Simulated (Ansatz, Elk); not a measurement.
# Mg7Ir: X-ray structure factors from the self-consistent density

Structure refinements treat a crystal as free atoms side by side. For a made-up structure of Mg7Ir (cell and positions from a r2SCAN relaxation) the runs below show what the calculated density changes in F(hkl).

Main program and level: Elk 11.2.3 (patched build); DFT, PBE, all-electron APW+lo, Dirac cores, scalar-relativistic bands, static density, no spin.

This account leaves out most program logs.

The structure was built from a prototype and need not be the compound's stable phase.

## 1. Set-up

Symmetry: P-6m2, No. 187, hexagonal system. Conventional cell: a = 6.088 Å, b = 6.088 Å, c = 4.818 Å, α = 90.00°, β = 90.00°, γ = 120.00°. Ir has 12 Mg at 2.91 to 3.04 Å nearest. Nearest to Mg lie 12 Mg at 2.98 to 3.05 Å. Mg has 8 Mg at 2.84 to 3.05 Å and 2 Ir at 2.91 Å nearest. Nearest to Mg lie 10 Mg at 2.98 to 3.05 Å and 2 Ir at 3.04 Å. Farther neighbours are not listed.

## 2. Ground state and structure factors

An all-electron density is needed, since X-rays see the cores too. Task 0 finds the density and task 195 Fourier-transforms it; tshift is off so that phases refer to the origin typed.

File elk.in:

```
tasks
  0
  195

xctype
  20

spinpol
  .false.

rgkmax
  7.0

gmaxvr
  14.0

lmaxo
  7

lmaxapw
  8

swidth
  0.002

tshift
  .false.

ramdisk
  .false.

hmaxvr
  5.5

maxscl
  120

epspot
  1e-06

sppath
  './'

avec
  11.50376738731 0.00000000000 0.00000000000
  -5.75188369366 9.96255479664 0.00000000000
  0.00000000000 0.00000000000 9.10558710742

atoms
  2
  'Ir.in'
  1
  -0.0000000000 -0.0000000000 0.0000000000   0.000000 0.000000 0.000000
  'Mg.in'
  7
  0.3333333333 0.6666666667 0.5000000000   0.000000 0.000000 0.000000
  0.8446988146 0.6893976292 0.5000000000   0.000000 0.000000 0.000000
  0.8446988146 0.1553011854 0.5000000000   0.000000 0.000000 0.000000
  0.3106023708 0.1553011854 0.5000000000   0.000000 0.000000 0.000000
  0.9997434731 0.4998717366 0.0000000000   0.000000 0.000000 0.000000
  0.5001282634 0.4998717366 0.0000000000   0.000000 0.000000 0.000000
  0.5001282634 0.0002565269 0.0000000000   0.000000 0.000000 0.000000

ngridk
  4 4 5
```

The run is started by

```
$ OMP_NUM_THREADS=4 elk
```

The job ended after 54 s (4 threads of Intel Xeon Platinum 8488C (Sapphire Rapids), shared host; peak memory 0.35 GiB; 2.5 min of CPU time).

SFACRHO.OUT:

```text

h k l indices transformed by vhmat matrix:
   1.000000000       0.000000000       0.000000000    
   0.000000000       1.000000000       0.000000000    
   0.000000000       0.000000000       1.000000000    

      h      k      l  multipl.   |H|            Re(F)            Im(F)           |F|

      0      0      0      1   0.0000000       161.00000      0.94607849E-16   161.00000    
      0     -1      0      3  0.63068013       65.575951       1.4495304       65.591970    
      1     -1      0      3  0.63068013       65.575951      -1.4495304       65.591970    
      0      0     -1      2  0.69003626       62.479155     -0.21395387E-13   62.479155    
      0      1     -1      6  0.93483018       57.963000       1.3494189       57.978706    
     -1      1     -1      6  0.93483018       57.963000      -1.3494189       57.978706    
      2     -1      0      6   1.0923700       59.233241      0.78831155E-11   59.233241    
      0      2      0      3   1.2613603       75.028285       30.151978       80.860283    
     -2      2      0      3   1.2613603       75.028285      -30.151978       80.860283    
     -2      1      1     12   1.2920613       56.339435     -0.10912974E-07   56.339435    
      0      0      2      2   1.3800725       124.32684     -0.38584165E-13   124.32684    
      0     -2     -1      6   1.4377690       105.66475       28.816303       109.52360    
     -2      0      1      6   1.4377690       105.66475      -28.816303       109.52360    
      0     -1     -2      6   1.5173522       56.569183       1.1023488       56.579922    
      1     -1      2      6   1.5173522       56.569183      -1.1023487       56.579922    
     -1      3      0      6   1.6686228       49.134608       2.0640346       49.177942    
     -1     -2      0      6   1.6686228       49.134608      -2.0640346       49.177942    
      2     -1      2     12   1.7600774       52.624229      0.65967409E-11   52.624229
```

Elk indexes on the primitive cell of elk.in and gives |H| = 4π sin θ/λ in inverse bohr. Below, one row stands for each form hkl of the conventional cell (m members, Friedel mates merged), F is for one primitive cell and the density is static (no thermal factor). Free-atom factors are Waasmaier and Kirfel's, and R is Σm||F|−|F'||/Σm|F|.

```
hkl   m  sin θ/λ (Å⁻¹)  abs F, DFT  neutral atoms   diff.  abs of complex diff.
100   6          0.095      65.592         65.303  +0.289                 0.290
001   2          0.104      62.479         62.214  +0.265                 0.265
101  12          0.141      57.979         57.779  +0.200                 0.201
110   6          0.164      59.233         59.146  +0.087                 0.087
200   6          0.190      80.860         81.053  -0.192                 0.216
111  12          0.194      56.339         56.415  -0.076                 0.076
002   2          0.207     124.327        125.040  -0.713                 0.713
201  12          0.216     109.524        110.142  -0.618                 0.624
102  12          0.228      56.580         56.760  -0.180                 0.181
210  12          0.251      49.178         49.276  -0.098                 0.105
112  12          0.265      52.624         52.768  -0.143                 0.143
211  24          0.272      55.808         55.914  -0.106                 0.106
202  12          0.281      71.877         71.982  -0.105                 0.105
300   6          0.284      51.218         51.295  -0.077                 0.087
301  12          0.303      50.811         50.868  -0.056                 0.057
003   2          0.311      49.628         49.685  -0.057                 0.057
103  12          0.325      47.071         47.135  -0.064                 0.064
212  24          0.326      45.336         45.383  -0.046                 0.047
```

## 3. The highest occupied states alone

An energy window below the Fermi level keeps the highest occupied states, to see at which angles they scatter; shallow core shells can lie inside it and anion s states outside. No new self-consistency is needed.

Edit elk.in of step 2 so:

```diff
@@ -1,3 +1,2 @@
 tasks
-  0
   195
@@ -40,2 +39,5 @@
 
+wsfac
+  -0.267600 0.473390
+
 sppath
```

The run is started by

```
$ OMP_NUM_THREADS=4 elk
```

Run time: 13 s. Hardware: 4 threads; peak memory 0.19 GiB; 15 s of CPU time.

States within 12 eV below the Fermi level hold 23.00 electrons; any levels below the window count with the cores. Their amplitudes can exceed the total, where window and core parts have opposite phase:

```
hkl  sin θ/λ (Å⁻¹)  abs F, window  abs F, all
100          0.095          6.205      65.592
001          0.104          5.721      62.479
101          0.141          4.510      57.979
110          0.164          3.787      59.233
200          0.190          2.939      80.860
111          0.194          2.774      56.339
002          0.207          1.862     124.327
201          0.216          1.705     109.524
102          0.228          1.836      56.580
210          0.251          1.461      49.178
```

## 4. Another functional

The difference from free atoms is small, so it is set against the change that PBEsol makes.

Edit elk.in of step 3 so:

```diff
@@ -1,2 +1,3 @@
 tasks
+  0
   195
@@ -4,3 +5,3 @@
 xctype
-  20
+  22
 
@@ -39,5 +40,2 @@
 
-wsfac
-  -0.267600 0.473390
-
 sppath
```

The run is started by

```
$ OMP_NUM_THREADS=4 elk
```

It took 54 s on 4 threads; peak memory 0.34 GiB; 2.5 min of CPU time.

Against the first run R = 0.02 %; the largest change is -0.041 at 222.

## 5. A coarser k-mesh

About half the k-points along each axis test the sampling.

Edit elk.in of step 4 so:

```diff
@@ -5,3 +5,3 @@
 xctype
-  22
+  20
 
@@ -64,2 +64,2 @@
 ngridk
-  4 4 5
+  2 2 2
```

The run is started by

```
$ OMP_NUM_THREADS=4 elk
```

Wall time 31 s (4 threads); peak memory 0.32 GiB; 61 s of CPU time.

Against the first run R = 0.01 %; the largest change is +0.071 at 002.

## 6. Settings against the effect

```
          run  R against the first run (%)  R against neutral atoms, low angle (%)  wall time
PBE, rgkmax 7                         0.00                                    0.29       54 s
       PBEsol                         0.02                                    0.30       54 s
 k-mesh 2×2×2                         0.01                                    0.29       31 s
```

## 7. What came out

```json
{"R against neutral atoms, sin θ/λ < 0.3 Å⁻¹": "0.29 %", "R against neutral atoms, 0.3 to 0.77 Å⁻¹": "0.11 %"}
```

What this shows: Independent neutral atoms miss the calculated amplitudes by R = 0.29 % below 0.3 Å⁻¹ and 0.11 % from there to 0.77 Å⁻¹; by shells, 0.38 % below 0.15 Å⁻¹ (3 forms), 0.28 % 0.15 to 0.3 (11 forms), 0.09 % 0.3 to 0.45 (25 forms), 0.11 % above 0.45 (110 forms). Bonding, aspherical density and the tables' own atoms all enter these figures, and the runs don't part them. The largest change of an amplitude is -0.71 electrons, at 002. The window's part falls from 23.0 electrons at the origin to at most 0.28 between 0.45 and 0.77 Å⁻¹. Below 0.3 Å⁻¹ the changes that finished (PBEsol and k-mesh 2×2×2) move F by R = 0.04 % at most, against the 0.29 % that separates it from free atoms. The basis has no finished test. These runs have no spin, though d or f shells may be open. Spin-orbit coupling is left out, which can matter for elements this heavy. Part of the difference isn't bonding: the tables are fits to free atoms and ions calculated by other methods than this functional. Thermal motion, anomalous dispersion and extinction are left out.

[Logs are printed without paths, hosts, clocks, repeated set-up lines and the standing remarks that a program may print on its own settings, such as how far it seeks lower states.]

[Hosts, paths, dates, database ids (printed as entryN), source tags and the programs' standing remarks are cut or masked in the printed files.]
